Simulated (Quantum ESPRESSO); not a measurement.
# The valence band of Al2Pt as photoemission sees it, part 18 of 21

Aim: the valence spectrum of Al2Pt from He I to hard X-rays, and which orbitals make each feature.

Quantum ESPRESSO 7.5; DFT, PBEsol, plane waves, ultrasoft GBRV pseudopotentials, scalar-relativistic (the session's first sound run).

So far. Step 17 (Another volume: bands): Of the bands kept, 3 cross the Fermi level on this path. Step 18 (Other settings: self-consistent run: mixing_beta = 0.1 …): Against step 2 (now other mixing), the free energy stays within 0.05 meV an atom. The two runs end at the same energy.

The database entry behind the starting cell differs from later determinations by our own check (0.1 to 0.3 % short, probably kX units), so it need not match the best structure at ambient conditions.

## 19. Other settings: levels for the DOS: mixing_beta = 0.1 and mixing_mode = "local-TF"

Level of this step: DFT, PBEsol, plane waves, ultrasoft GBRV pseudopotentials, scalar-relativistic; changed: mixing_beta = 0.1, mixing_mode = "local-TF" (Quantum ESPRESSO).

The levels for the density of states are solved on the fixed potential, without another SCF cycle.

nscf.in

```
&control
  calculation = 'nscf'
  prefix = 'pes'
  outdir = './tmp'
  pseudo_dir = './pp'
  verbosity = 'high'
/
&system
  ibrav = 0
  nat = 3
  ntyp = 2
  ecutwfc = 40.0
  ecutrho = 200.0
  occupations = 'smearing'
  nbnd = 21
  smearing = 'fd'
  degauss = 0.00367
/
&electrons
  conv_thr = 1.8e-08
  mixing_beta = 0.1
  electron_maxstep = 120
  mixing_mode = 'local-TF'
  diago_full_acc = .true.
  mixing_ndim = 8
/
ATOMIC_SPECIES
Pt 195.0840 pt_pbesol_v1.4.uspp.F.UPF
Al 26.9815 al_pbesol_v1.uspp.F.UPF
CELL_PARAMETERS angstrom
 0.000000000 2.955000000 2.955000000
 2.955000000 0.000000000 2.955000000
 2.955000000 2.955000000 0.000000000
ATOMIC_POSITIONS crystal
Pt 0.000000000 0.000000000 0.000000000
Al 0.750000000 0.750000000 0.750000000
Al 0.250000000 0.250000000 0.250000000
K_POINTS automatic
16 16 16 0 0 0
```

The run is started by

```
$ OMP_NUM_THREADS=1 mpirun -n 4 pw.x -nk 4 -in nscf.in > nscf.out
```

Output:

```text
[banner, memory and clock lines left out]
Program PWSCF v.7.5 starts

          URL

     Atomic positions and unit cell read from directory:
     ./tmp/pes.save/

     Message from routine setup:
     using ibrav=0 with symmetry is DISCOURAGED, use correct ibrav instead

     G-vector sticks info

     bravais-lattice index     =            0
     lattice parameter (alat)  =       7.8972  a.u.
     unit-cell volume          =     348.2564 (a.u.)^3
     number of atoms/cell      =            3
     number of atomic types    =            2
     number of electrons       =        22.00
     number of Kohn-Sham states=           21
     kinetic-energy cutoff     =      40.0000  Ry
     charge density cutoff     =     200.0000  Ry
     Exchange-correlation= SLA  PW   PSX  PSC
                           (   1   4  10   8   0   0   0)

     celldm(1)=   7.897168  celldm(2)=   0.000000  celldm(3)=   0.000000
     celldm(4)=   0.000000  celldm(5)=   0.000000  celldm(6)=   0.000000

     crystal axes: (cart. coord. in units of alat)
               a(1) = (   0.000000   0.707107   0.707107 )
               a(2) = (   0.707107   0.000000   0.707107 )
               a(3) = (   0.707107   0.707107   0.000000 )

     reciprocal axes: (cart. coord. in units 2 pi/alat)
               b(1) = ( -0.707107  0.707107  0.707107 )
               b(2) = (  0.707107 -0.707107  0.707107 )
               b(3) = (  0.707107  0.707107 -0.707107 )

     PseudoPot. # 1 for Pt read from file:
     ./pp/pt_pbesol_v1.4.uspp.F.UPF
     Pseudo is Ultrasoft + core correction, Zval = 16.0
     Generated by new atomic code, or converted to UPF format
     Using radial grid of  985 points,  6 beta functions with:
                l(1) =   0
                l(2) =   0
                l(3) =   1
                l(4) =   1
                l(5) =   2
                l(6) =   2
     Q(r) pseudized with  8 coefficients,  rinner =    1.300   1.300   1.300
                                                       1.300   1.300

     PseudoPot. # 2 for Al read from file:
     ./pp/al_pbesol_v1.uspp.F.UPF
     Pseudo is Ultrasoft + core correction, Zval =  3.0
     Generated by new atomic code, or converted to UPF format
     Using radial grid of  893 points,  3 beta functions with:
                l(1) =   0
                l(2) =   1
                l(3) =   2
     Q(r) pseudized with  8 coefficients,  rinner =    0.900   0.900   0.900
                                                       0.900   0.900

     atomic species   valence    mass     pseudopotential
     Pt               16.00   195.08400     Pt( 1.00)
     Al                3.00    26.98150     Al( 1.00)

     48 Sym. Ops., with inversion, found

                                    s                        frac. trans.

      isym =  1     identity

 cryst.   s( 1) = (     1          0          0      )
                  (     0          1          0      )
                  (     0          0          1      )

 cart.    s( 1) = (  1.0000000 -0.0000000  0.0000000 )
                  ( -0.0000000  1.0000000  0.0000000 )
                  ( -0.0000000  0.0000000  1.0000000 )

      isym =  2     180 deg rotation - cart. axis [0,0,1]

 cryst.   s( 2) = (     0          1         -1      )
                  (     1          0         -1      )
                  (     0          0         -1      )

 cart.    s( 2) = ( -1.0000000  0.0000000  0.0000000 )
                  (  0.0000000 -1.0000000  0.0000000 )
                  (  0.0000000 -0.0000000  1.0000000 )

      isym =  3     180 deg rotation - cart. axis [0,1,0]

 cryst.   s( 3) = (     0         -1          1      )
                  (     0         -1          0      )
                  (     1         -1          0      )

 cart.    s( 3) = ( -1.0000000 -0.0000000 -0.0000000 )
                  (  0.0000000  1.0000000 -0.0000000 )
                  (  0.0000000  0.0000000 -1.0000000 )

      isym =  4     180 deg rotation - cart. axis [1,0,0]

 cryst.   s( 4) = (    -1          0          0      )
                  (    -1          0          1      )
                  (    -1          1          0      )

 cart.    s( 4) = (  1.0000000  0.0000000 -0.0000000 )
                  ( -0.0000000 -1.0000000 -0.0000000 )
                  ( -0.0000000 -0.0000000 -1.0000000 )

      isym =  5     180 deg rotation - cart. axis [1,1,0]

 cryst.   s( 5) = (    -1          0          1      )
[...]
cart.    s( 5) = ( -0.0000000  1.0000000 -0.0000000 )
[...]
isym =  6     180 deg rotation - cart. axis [1,-1,0]

 cryst.   s( 6) = (     0         -1          0      )
[...]
cart.    s( 6) = (  0.0000000 -1.0000000 -0.0000000 )
[...]
isym =  7      90 deg rotation - cart. axis [0,0,-1]

 cryst.   s( 7) = (     0          1          0      )
[...]
cart.    s( 7) = (  0.0000000  1.0000000  0.0000000 )
[...]
isym =  8      90 deg rotation - cart. axis [0,0,1]

 cryst.   s( 8) = (     1          0         -1      )
[...]
cart.    s( 8) = ( -0.0000000 -1.0000000  0.0000000 )
[...]
isym =  9     180 deg rotation - cart. axis [1,0,1]

 cryst.   s( 9) = (    -1          1          0      )
[...]
cart.    s( 9) = (  0.0000000  0.0000000  1.0000000 )
[...]
isym = 10     180 deg rotation - cart. axis [-1,0,1]

 cryst.   s(10) = (     0          0         -1      )
[...]
cart.    s(10) = ( -0.0000000  0.0000000 -1.0000000 )
[...]
isym = 11      90 deg rotation - cart. axis [0,1,0]

 cryst.   s(11) = (     0          0          1      )
[...]
cart.    s(11) = ( -0.0000000 -0.0000000  1.0000000 )
[...]
isym = 12      90 deg rotation - cart. axis [0,-1,0]

 cryst.   s(12) = (     1         -1          0      )
[...]
cart.    s(12) = (  0.0000000 -0.0000000 -1.0000000 )
[...]
isym = 13     180 deg rotation - cart. axis [0,1,1]

 cryst.   s(13) = (     1          0          0      )
[...]
cart.    s(13) = ( -1.0000000  0.0000000 -0.0000000 )
[...]
isym = 14     180 deg rotation - cart. axis [0,1,-1]

 cryst.   s(14) = (    -1          0          0      )
[...]
cart.    s(14) = ( -1.0000000 -0.0000000  0.0000000 )
[...]
isym = 15      90 deg rotation - cart. axis [-1,0,0]

 cryst.   s(15) = (     0         -1          1      )
[...]
cart.    s(15) = (  1.0000000 -0.0000000 -0.0000000 )
[...]
19.0692  19.0692  19.1835  23.4519  23.4519

     occupation numbers
[...]
0.0000   0.0000   0.0000   0.0000   0.0000

          k = 0.2652 0.2652-0.2652 (  1477 PWs)   bands (ev):

[...]
19.7997  19.7997  19.9520  24.0308  24.0308

     occupation numbers
[...]
0.0000   0.0000   0.0000   0.0000   0.0000

          k = 0.3094 0.3094-0.3094 (  1486 PWs)   bands (ev):

[...]
20.4107  20.4107  20.8480  23.4230  24.1019

     occupation numbers
[...]
0.0000   0.0000   0.0000   0.0000   0.0000

          k =-0.3536-0.3536 0.3536 (  1476 PWs)   bands (ev):

[...]
occupation numbers
[...]
k = 0.0884 0.0000 0.0000 (  1463 PWs)   bands (ev):

[...]
occupation numbers
[...]
k = 0.1326 0.0442-0.0442 (  1457 PWs)   bands (ev):

[...]
occupation numbers
[...]
k = 0.1768 0.0884-0.0884 (  1471 PWs)   bands (ev):

[...]
occupation numbers
[...]
k = 0.2210 0.1326-0.1326 (  1480 PWs)   bands (ev):

[...]
occupation numbers
[...]
k = 0.2652 0.1768-0.1768 (  1479 PWs)   bands (ev):

[...]
occupation numbers
[...]
k = 0.3094 0.2210-0.2210 (  1474 PWs)   bands (ev):

[...]
occupation numbers
[...]
k = 0.3536 0.2652-0.2652 (  1484 PWs)   bands (ev):

[...]
occupation numbers
[...]
k =-0.3094-0.3977 0.3977 (  1485 PWs)   bands (ev):

[...]
k =-0.2652-0.3536 0.3536 (  1487 PWs)   bands (ev):

[...]
k =-0.2210-0.3094 0.3094 (  1487 PWs)   bands (ev):

[...]
k =-0.1768-0.2652 0.2652 (  1479 PWs)   bands (ev):

[...]
k =-0.1326-0.2210 0.2210 (  1484 PWs)   bands (ev):

[...]
k =-0.0884-0.1768 0.1768 (  1479 PWs)   bands (ev):

[...]
k =-0.0442-0.1326 0.1326 (  1467 PWs)   bands (ev):

[...]
k = 0.0000-0.0884 0.0884 (  1462 PWs)   bands (ev):

[...]
k = 0.1768 0.0000 0.0000 (  1459 PWs)   bands (ev):

[...]
k = 0.2210 0.0442-0.0442 (  1479 PWs)   bands (ev):

[...]
k = 0.2652 0.0884-0.0884 (  1475 PWs)   bands (ev):

[...]
k = 0.3094 0.1326-0.1326 (  1477 PWs)   bands (ev):

[...]
k =-0.2652-0.4419 0.4419 (  1483 PWs)   bands (ev):

[...]
k =-0.2210-0.3977 0.3977 (  1492 PWs)   bands (ev):

[...]
k =-0.1768-0.3536 0.3536 (  1488 PWs)   bands (ev):

[...]
k =-0.1326-0.3094 0.3094 (  1483 PWs)   bands (ev):

[...]
k =-0.0884-0.2652 0.2652 (  1481 PWs)   bands (ev):

[...]
k =-0.0442-0.2210 0.2210 (  1489 PWs)   bands (ev):

[...]
k = 0.0000-0.1768 0.1768 (  1478 PWs)   bands (ev):

[...]
k = 0.2652-0.0000 0.0000 (  1479 PWs)   bands (ev):

[...]
k =-0.2210-0.4861 0.4861 (  1485 PWs)   bands (ev):

[...]
k =-0.1768-0.4419 0.4419 (  1490 PWs)   bands (ev):

[...]
k = 0.0000-0.2652 0.2652 (  1492 PWs)   bands (ev):

[...]
k = 0.3536 0.0000 0.0000 (  1491 PWs)   bands (ev):

[...]
k = 0.0000-0.3536 0.3536 (  1478 PWs)   bands (ev):

[...]
k = 0.5303-0.0000 0.0000 (  1487 PWs)   bands (ev):

[...]
k = 0.0000-0.5303 0.5303 (  1494 PWs)   bands (ev):

[...]
k =-0.7071 0.0000 0.0000 (  1524 PWs)   bands (ev):

[...]
k = 0.1768 0.0884 0.0000 (  1477 PWs)   bands (ev):

[...]
k = 0.2652 0.0884 0.0000 (  1481 PWs)   bands (ev):

[...]
k = 0.3536 0.1768-0.0884 (  1487 PWs)   bands (ev):

[...]
k = 0.3977 0.2210-0.1326 (  1487 PWs)   bands (ev):

[...]
k = 0.0000-0.1768 0.2652 (  1480 PWs)   bands (ev):

[...]
k = 0.3536 0.0884-0.0000 (  1485 PWs)   bands (ev):

[...]
k = 0.3977 0.1326-0.0442 (  1486 PWs)   bands (ev):

[...]
k = 0.4419 0.1768-0.0884 (  1480 PWs)   bands (ev):

[...]
k = 0.0000-0.2652 0.3536 (  1492 PWs)   bands (ev):

[...]
k = 0.4419 0.0884 0.0000 (  1479 PWs)   bands (ev):

[...]
k = 0.4861 0.1326-0.0442 (  1487 PWs)   bands (ev):

[...]
k = 0.0000-0.3536 0.4419 (  1490 PWs)   bands (ev):

[...]
k = 0.5303 0.0884 0.0000 (  1490 PWs)   bands (ev):

[...]
k = 0.0000-0.4419 0.5303 (  1489 PWs)   bands (ev):

[...]
k =-0.7071 0.0884 0.0000 (  1494 PWs)   bands (ev):

[...]
k = 0.3536 0.1768 0.0000 (  1490 PWs)   bands (ev):

[...]
k = 0.3977 0.2210-0.0442 (  1489 PWs)   bands (ev):

[...]
k = 0.4419 0.1768-0.0000 (  1488 PWs)   bands (ev):

[...]
k = 0.0000-0.2652 0.4419 (  1493 PWs)   bands (ev):

[...]
k = 0.0000-0.3536 0.5303 (  1502 PWs)   bands (ev):

[...]
k =-0.0884-0.5303 0.7071 (  1498 PWs)   bands (ev):

[...]
occupation numbers
[...]
k =-0.0442-0.4861 0.6629 (  1492 PWs)   bands (ev):

[...]
occupation numbers
[...]
k =-0.0000-0.4419 0.6187 (  1494 PWs)   bands (ev):

[...]
occupation numbers
[...]
k =-0.7071 0.1768-0.0000 (  1492 PWs)   bands (ev):

[...]
occupation numbers
[...]
k =-0.1768-0.4419 0.7071 (  1487 PWs)   bands (ev):

[...]
occupation numbers
[...]
0.0000   0.0000   0.0000   0.0000   0.0000

          k =-0.1326-0.3977 0.6629 (  1492 PWs)   bands (ev):

[...]
19.8046  21.5438  22.8664  23.1066  24.4328

     occupation numbers
[...]
0.0000   0.0000   0.0000   0.0000   0.0000

          k =-0.0884-0.3536 0.6187 (  1494 PWs)   bands (ev):

[...]
19.9527  21.5371  23.2461  23.7100  23.9516

     occupation numbers
     1.0000   1.0000   1.0000   1.0000   1.0000   1.0000   1.0000   1.0000
     1.0000   1.0000   1.0000   1.0000   0.0000   0.0000   0.0000   0.0000
     0.0000   0.0000   0.0000   0.0000   0.0000

          k =-0.0884-0.4419 0.7071 (  1482 PWs)   bands (ev):

   -42.1541 -42.1534 -42.1528   4.4124   4.9819   5.7846   6.4541   7.1199
     7.4887   8.0737   8.7925  10.2291  15.4285  15.9813  16.9634  18.8640
    20.4766  22.1554  22.5026  24.0507  24.0837

     occupation numbers
     1.0000   1.0000   1.0000   1.0000   1.0000   1.0000   1.0000   1.0000
     1.0000   1.0000   1.0000   1.0000   0.0000   0.0000   0.0000   0.0000
     0.0000   0.0000   0.0000   0.0000   0.0000

          k =-0.0442-0.3977 0.6629 (  1491 PWs)   bands (ev):

   -42.1540 -42.1536 -42.1529   4.7521   4.9858   5.6837   6.1002   7.1647
     7.6509   8.0752   8.5445  10.1839  15.6412  16.5008  16.8536  18.0272
    20.6124  22.3779  23.1689  23.6454  23.8684

     occupatio
```

The job ended after 10 s (4 MPI ranks of Arm Neoverse V1, shared host; 42 s of CPU time).

Numbers from this step:

```yaml
fermi_energy: 11.02 eV
```

(Continued in part 19 of 21.)

[Logs are printed without paths, hosts, clocks, repeated set-up lines and the standing remarks that a program may print on its own settings, such as how far it seeks lower states.]

[Hosts, paths, dates, database ids (printed as entryN), source tags and the programs' standing remarks are cut or masked in the printed files.]

[Maps of the electrostatic potential energy from Ansatz leave out the sawtooth potential of an applied field or a dipole correction, so their vacuum need not be flat; work functions include it.]

[Peak lists hold at most the 14 tallest peaks of each spectrum; further lines can be left out.]
